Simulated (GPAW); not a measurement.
**How BiTe absorbs and reflects light**

Aim: the dielectric function of BiTe, and the optical constants that follow from it.

Main program and level: GPAW 26.7.0; DFT, PBE, plane-wave PAW (GPAW data sets), scalar-relativistic, RPA, optical limit.

## (1) Starting point

It takes space group Fm-3m (No. 225, cubic). The conventional cell has a = 6.470 Å, b = 6.470 Å, c = 6.470 Å, α = 90.00°, β = 90.00°, γ = 90.00°. Nearest to Bi lie 6 Te at 3.23 Å. Nearest to Te lie 6 Bi at 3.23 Å. Farther neighbours and most contacts between anions are not listed.

## (2) Ground state

First the ground state: is it a metal or has it a gap?

This step: DFT, PBE, plane-wave PAW (GPAW data sets), scalar-relativistic, ground state (GPAW 26.7.0).

Contents of gs.py:

```python
from ase import Atoms
from ase.dft.bandgap import bandgap
from gpaw import GPAW, PW, FermiDirac

atoms = Atoms(['Bi', 'Te'],
              cell=[[0.00000000, 3.23500000, 3.23500000],
                    [3.23500000, 0.00000000, 3.23500000],
                    [3.23500000, 3.23500000, 0.00000000]],
              scaled_positions=[[0.00000000, 0.00000000, 0.00000000],
                                [0.50000000, 0.50000000, 0.50000000]],
              pbc=[True, True, True])
atoms.calc = GPAW(mode=PW(450), xc='PBE', kpts={'size': (6, 6, 6), 'gamma': True},
                  occupations=FermiDirac(0.05), maxiter=150, txt='gs.txt')
print('energy (eV)', atoms.get_potential_energy())
print('Fermi level (eV)', atoms.calc.get_fermi_level())
print('valence electrons', atoms.calc.get_number_of_electrons())
print('gap (eV)', bandgap(atoms.calc, output=None)[0])
print('direct gap (eV)', bandgap(atoms.calc, direct=True, output=None)[0])
atoms.calc.write('gs.gpw')
```

The run is started by

```
> OMP_NUM_THREADS=1 python gs.py
```

Numbers of over 12 decimals in the logs are rounded to 6 here.

Output:

```text
__  _  _
 | _ |_)|_||  |
 |__||  | ||/\| - 26.7.0

Versions:
  Python: 3.12.14
  ASE:    3.29.0
  Numpy:  2.5.5
  Scipy:  1.18.1
  Libxc:  7.0.0

Input parameters:
  mode=PW(ecut=450.000000),
  kpts=MonkhorstPack(size=(6, 6, 6), gamma=True),
  maxiter=150,
  occupations=Occupations(name='fermi-dirac', width=0.05, fixmagmom=False),
  xc=XC(name='PBE')

Diagonalizing LCAO Hamiltonian
Converting LCAO to pw mode

                 Te

       Bi

Atoms  # Å, Bohr magnetons
|   | symbol |        x |        y |        z |    initial magnetic moments |
| 0 |     Bi | 0.000000 | 0.000000 | 0.000000 | ( 0.0000,  0.0000,  0.0000) |
| 1 |     Te | 3.235000 | 3.235000 | 3.235000 | ( 0.0000,  0.0000,  0.0000) |

Unit cell  # Å
| periodic |        x |        y |        z |  lengths |    angles |
|      yes | 0.000000 | 3.235000 | 3.235000 | 4.574981 | 60.000000 |
|      yes | 3.235000 | 0.000000 | 3.235000 | 4.574981 | 60.000000 |
|      yes | 3.235000 | 3.235000 | 0.000000 | 4.574981 | 60.000000 |

Number of symmetries: 48
Symmetry operations  # r_c * U_cc + t_c -> r_c
|    | kind |            matrix            |
|  0 |  σ   |  1, 0, 0,  1, 0,-1,  1,-1, 0 |
|  1 |  C2  |  1, 0, 0,  1,-1, 0,  1, 0,-1 |
|  2 |  E   |  1, 0, 0,  0, 1, 0,  0, 0, 1 |
|  3 |  σ   |  1, 0, 0,  0, 0, 1,  0, 1, 0 |
|  4 |  C4  |  1, 0,-1,  1, 0, 0,  1,-1, 0 |
|  5 |  S6  |  1, 0,-1,  1,-1, 0,  1, 0, 0 |
|  6 |  σ   |  1, 0,-1,  0, 1,-1,  0, 0,-1 |
|  7 |  C3  |  1, 0,-1,  0, 0,-1,  0, 1,-1 |
|  8 |  S6  |  1,-1, 0,  1, 0, 0,  1, 0,-1 |
|  9 |  C4  |  1,-1, 0,  1, 0,-1,  1, 0, 0 |
| 10 |  C3  |  1,-1, 0,  0,-1, 1,  0,-1, 0 |
| 11 |  σ   |  1,-1, 0,  0,-1, 0,  0,-1, 1 |
| 12 |  σ   |  0, 1, 0,  1, 0, 0,  0, 0, 1 |
| 13 |  C4  |  0, 1, 0,  0, 1,-1, -1, 1, 0 |
| 14 |  C3  |  0, 1, 0,  0, 0, 1,  1, 0, 0 |
| 15 |  S6  |  0, 1, 0, -1, 1, 0,  0, 1,-1 |
| 16 |  C2  |  0, 1,-1,  1, 0,-1,  0, 0,-1 |
| 17 |  σ   |  0, 1,-1,  0, 1, 0, -1, 1, 0 |
| 18 |  S4  |  0, 1,-1,  0, 0,-1,  1, 0,-1 |
| 19 |  C4  |  0, 1,-1, -1, 1, 0,  0, 1, 0 |
| 20 |  C3  |  0, 0, 1,  1, 0, 0,  0, 1, 0 |
| 21 |  σ   |  0, 0, 1,  0, 1, 0,  1, 0, 0 |
| 22 |  S6  |  0, 0, 1,  0,-1, 1, -1, 0, 1 |
| 23 |  C4  |  0, 0, 1, -1, 0, 1,  0,-1, 1 |
| 24 |  S4  |  0, 0,-1,  1, 0,-1,  0, 1,-1 |
| 25 |  C3  |  0, 0,-1,  0, 1,-1,  1, 0,-1 |
| 26 |  C2  |  0, 0,-1,  0,-1, 0, -1, 0, 0 |
| 27 |  S6  |  0, 0,-1, -1, 0, 0,  0,-1, 0 |
| 28 |  S4  |  0,-1, 1,  1,-1, 0,  0,-1, 0 |
| 29 |  C4  |  0,-1, 1,  0, 0, 1, -1, 0, 1 |
| 30 |  C2  |  0,-1, 1,  0,-1, 0,  1,-1, 0 |
| 31 |  σ   |  0,-1, 1, -1, 0, 1,  0, 0, 1 |
| 32 |  C3  |  0,-1, 0,  1,-1, 0,  0,-1, 1 |
| 33 |  S6  |  0,-1, 0,  0, 0,-1, -1, 0, 0 |
| 34 |  S4  |  0,-1, 0,  0,-1, 1,  1,-1, 0 |
| 35 |  C2  |  0,-1, 0, -1, 0, 0,  0, 0,-1 |
| 36 |  C2  | -1, 1, 0,  0, 1, 0,  0, 1,-1 |
| 37 |  S6  | -1, 1, 0,  0, 1,-1,  0, 1, 0 |
| 38 |  S4  | -1, 1, 0, -1, 0, 1, -1, 0, 0 |
| 39 |  C3  | -1, 1, 0, -1, 0, 0, -1, 0, 1 |
| 40 |  S6  | -1, 0, 1,  0, 0, 1,  0,-1, 1 |
| 41 |  C2  | -1, 0, 1,  0,-1, 1,  0, 0, 1 |
| 42 |  C3  | -1, 0, 1, -1, 1, 0, -1, 0, 0 |
| 43 |  S4  | -1, 0, 1, -1, 0, 0, -1, 1, 0 |
| 44 |  C2  | -1, 0, 0,  0, 0,-1,  0,-1, 0 |
| 45 |  i   | -1, 0, 0,  0,-1, 0,  0, 0,-1 |
| 46 |  σ   | -1, 0, 0, -1, 1, 0, -1, 0, 1 |
| 47 |  C2  | -1, 0, 0, -1, 0, 1, -1, 1, 0 |

BZ-sampling:
  Number of BZ points: 216
  Number of IBZ points: 16

  Monkhorst-Pack size: [6, 6, 6]
  Monkhorst-Pack shift: [0.083333, 0.083333, 0.083333]

K-points  # in reciprocal-cell coordinates
|     |                                coordinates |     weight |
|   0 | (  0.00000000,   0.00000000,   0.00000000) | 0.00462963 |
|   1 | (  0.16666667,   0.16666667,   0.00000000) | 0.02777778 |
|   2 | (  0.16666667,   0.16666667,   0.16666667) | 0.03703704 |
|   3 | (  0.33333333,   0.16666667,   0.16666667) | 0.05555556 |
|   4 | (  0.33333333,   0.33333333,  -0.33333333) | 0.05555556 |
|   5 | (  0.33333333,   0.33333333,   0.00000000) | 0.02777778 |
|   6 | (  0.33333333,   0.33333333,   0.16666667) | 0.11111111 |
|   7 | (  0.33333333,   0.33333333,   0.33333333) | 0.03703704 |
|   8 | (  0.50000000,   0.33333333,  -0.33333333) | 0.11111111 |
|   9 | (  0.50000000,   0.33333333,  -0.16666667) | 0.05555556 |
| ... |                                            |            |
|  15 | (  0.50000000,   0.50000000,   0.50000000) | 0.01851852 |

Plane wave coefficients: 1484
Cutoff: 450.000000 eV

Spin-components: 1 (collinear spins)
Bands:           13
Projectors:      11
Spin-degeneracy: 2
Datatype:        complex128

Parallelization:
  kpt:    1
  domain: 1
  band:   1

Density:
  Valence electrons: 21.0
  Components: 1
  Grid points: [24 24 24]
  Charge: 0.0  # |e|

Potential:
  Grid points: [24 24 24]

species:
  Bi:
    name:    Bismuth
    id:
    Z:       83.0
    valence: 15
    core:    68
    charge:  0.0  # [|e|]
    compensation charges:
      type: gauss
      rc: 0.38  # [Å]
      lmax: 2
    cutoffs:
      filter: 2.23  # [Å]
      core: 2.33  # [Å]
    projectors
    | kind |    occ | energy [eV] | rcut [Å] |
    |   6s |  2.000 |     -14.385 |    1.286 |
    |   6p |  3.000 |      -4.580 |    1.275 |
    |   5d | 10.000 |     -27.119 |    1.349 |
    |    s |        |      12.827 |    1.286 |
    |    p |        |      22.631 |    1.275 |
    |    d |        |       0.093 |    1.349 |

    Using partial waves for Bi as LCAO basis

  Te:
    name:    Tellurium
    id:
    Z:       52.0
    valence: 6
    core:    46
    charge:  0.0  # [|e|]
    compensation charges:
      type: gauss
      rc: 0.36  # [Å]
      lmax: 2
    cutoffs:
      filter: 2.09  # [Å]
      core: 3.17  # [Å]
    projectors
    | kind |    occ | energy [eV] | rcut [Å] |
    |   5s |  2.000 |     -15.089 |    1.180 |
    |   5p |  4.000 |      -5.955 |    1.196 |
    |    s |        |      12.123 |    1.180 |
    |    p |        |      21.256 |    1.196 |
    |    d |        |       0.000 |    1.238 |

    Using partial waves for Te as LCAO basis

Reference energy: -769639.066386  # eV

eigensolver:
  PPCG
  Converge bands: occupied
  niter=2

density mixing:
  MSR1-Mixer
  Pratt-step length: 0.05
  Maximum mixing coefficient: 0.75
  Old densities: 10
  SVD Regularization: 0.005
  Good broyden scale: 1.0
  Trust region scale: 1.0
  Backstep threshold: 4.0
  History deletion threshold: 6.0
  Fourier metric: weight=20.0, sigma=0.015

occupation numbers:
  Fermi-Dirac:
    width: 0.0500  # eV

poisson solver:
  ecut: 3600.000000  # eV

xc functional:
  name: PBE with 2 nearest neighbor stencil

convergence criteria:
- Maximum [total energy] change in last 3 cyles: 0.0005 eV / valence electron
- Maximum integral of absolute [dens]ity change: 0.0001 electrons / valence electron
- Maximum integral of absolute [eigenst]ate change: 4e-08 eV^2 / valence electron
maximum number of iterations: 150

SCF iterations
|iter     |      energy | eigst |  dens |
|iter:   1||   -7.998821 | -0.42 |       |
|iter:   2||   -7.999519 | -2.45 | -1.57 |
|iter:   3||   -7.992839c| -2.82 | -1.61 |
|iter:   4||   -7.995315c| -3.37 | -2.01 |
|iter:   5||   -7.996040c| -3.89 | -2.37 |
|iter:   6||   -7.996075c| -5.07 | -3.06 |
|iter:   7||   -7.996080c| -5.94 | -3.80 |
|iter:   8||   -7.996081c| -6.66 | -4.35c|
|iter:   9||   -7.996081c| -7.60c| -5.03c|

Converged in 9 steps
SCF loop duration: 4.992 s (0.555 s/step)
Energy contributions relative to reference atoms: (reference = -769639.066386)

Energy contributions:
  Kinetic:          22.423022
  Coulomb:         -21.422457
  Zero:             -1.347309
  External:          0.000000
  Xc:               -7.640010
  Entropy:          -0.018654
  Spinorbit:         0.000000
  ----------------------------
  Free energy:      -8.005408
  Extrapolated:     -7.996081

dipole moment: (-25.201451, -25.201451, -25.201451)  # |e|*Ang

Fermi level: 6.313
Eigenvalues  # (at kpt = [0.000, 0.000, 0.000])
| band index |      eig [eV] | occ [0-2] |
|          0 |       -16.923 |     2.000 |
|        ... |               |           |
|          2 |       -16.917 |     2.000 |
|          3 |       -16.917 |     2.000 |
|          4 |       -16.917 |     2.000 |
|          5 |        -7.052 |     2.000 |
|          6 |        -1.606 |     2.000 |
|          7 |         3.856 |     2.000 |
|          8 |         3.856 |     2.000 |
|          9 |         3.856 |     2.000 |
|         10 |         8.561 |     0.000 |
|         11 |         8.561 |     0.000 |
|         12 |         8.561 |     0.000 |

No gap
No difference between direct/indirect transitions

--- standard output ---
energy (eV) -7.996081
Fermi level (eV) 6.312680
valence electrons 21.0
gap (eV) 0.0
direct gap (eV) 0.0
```

Wall time 6.3 s (1 thread of Arm Neoverse V2, shared host); peak memory 0.14 GiB.

Read-outs, printed or worked out from the files:

| Item | Value |
| --- | --- |
| energy | -7.996 eV |
| Fermi energy | 6.313 eV |
| electrons | 21 |

There are states at the Fermi level within the smearing, so the occupations stay smeared and the carriers get a Drude term.

## (3) Bands for the response

At the fixed density, many empty bands are solved on the mesh of the response, since the spectrum sums over them.

This step: DFT, PBE, plane-wave PAW (GPAW data sets), scalar-relativistic, bands at fixed density (GPAW 26.7.0).

Contents of nscf.py:

```python
from ase.dft.bandgap import bandgap
from gpaw import GPAW, FermiDirac

calc = GPAW('gs.gpw').fixed_density(kpts={'size': (12, 12, 12), 'gamma': True}, nbands=29, convergence={'bands': 23},
                                    occupations=FermiDirac(0.05), txt='nscf.txt')
print('gap (eV)', bandgap(calc, output=None)[0])
print('direct gap (eV)', bandgap(calc, direct=True, output=None)[0])
calc.write('full.gpw', mode='all')
```

The run is started by

```
> OMP_NUM_THREADS=1 python nscf.py
```

Output:

```text
Diagonalizing LCAO Hamiltonian
Converting LCAO to pw mode
convergence criteria:
- Maximum integral of absolute [eigenst]ate change: 4e-08 eV^2 / valence electron
maximum number of iterations: 150

SCF iterations
|iter     |      energy | eigst |  dens |
|iter:   1||             | +2.73 |       |
|iter:   2||             | +1.00 |       |
|iter:   3||             | -0.85 |       |
|iter:   4||             | -2.30 |       |
|iter:   5||             | -3.54 |       |
|iter:   6||             | -4.66 |       |
|iter:   7||             | -5.81 |       |
|iter:   8||             | -6.89 |       |
|iter:   9||             | -7.87c|       |
SCF steps: 9
  __  _  _
 | _ |_)|_||  |
 |__||  | ||/\| - 26.7.0

Versions:
  Python: 3.12.14
  ASE:    3.29.0
  Numpy:  2.5.5
  Scipy:  1.18.1
  Libxc:  7.0.0

Input parameters:
  mode=PW(ecut=450.000000),
  convergence={'bands': 23},
  gpts=array([24, 24, 24]),
  kpts=MonkhorstPack(size=(12, 12, 12), gamma=True),
  maxiter=150,
  nbands=29,
  occupations=Occupations(name='fermi-dirac', width=0.05, fixmagmom=False),
  parallel={},
  xc=XC(name='PBE')

--- standard output ---
gap (eV) 0.0
direct gap (eV) 0.0
```

The job ended after 41 s (1 thread; peak memory 0.22 GiB).

(Continued in part 2 of 2.)

[Machine, clock and banner lines and Python warnings are left out of the logs.]

[Logs are printed without paths, hosts, clocks, repeated set-up lines and the standing remarks that a program may print on its own settings, such as how far it seeks lower states.]

[Hosts, paths, dates, database ids (printed as entryN), source tags and the programs' standing remarks are cut or masked in the printed files.]
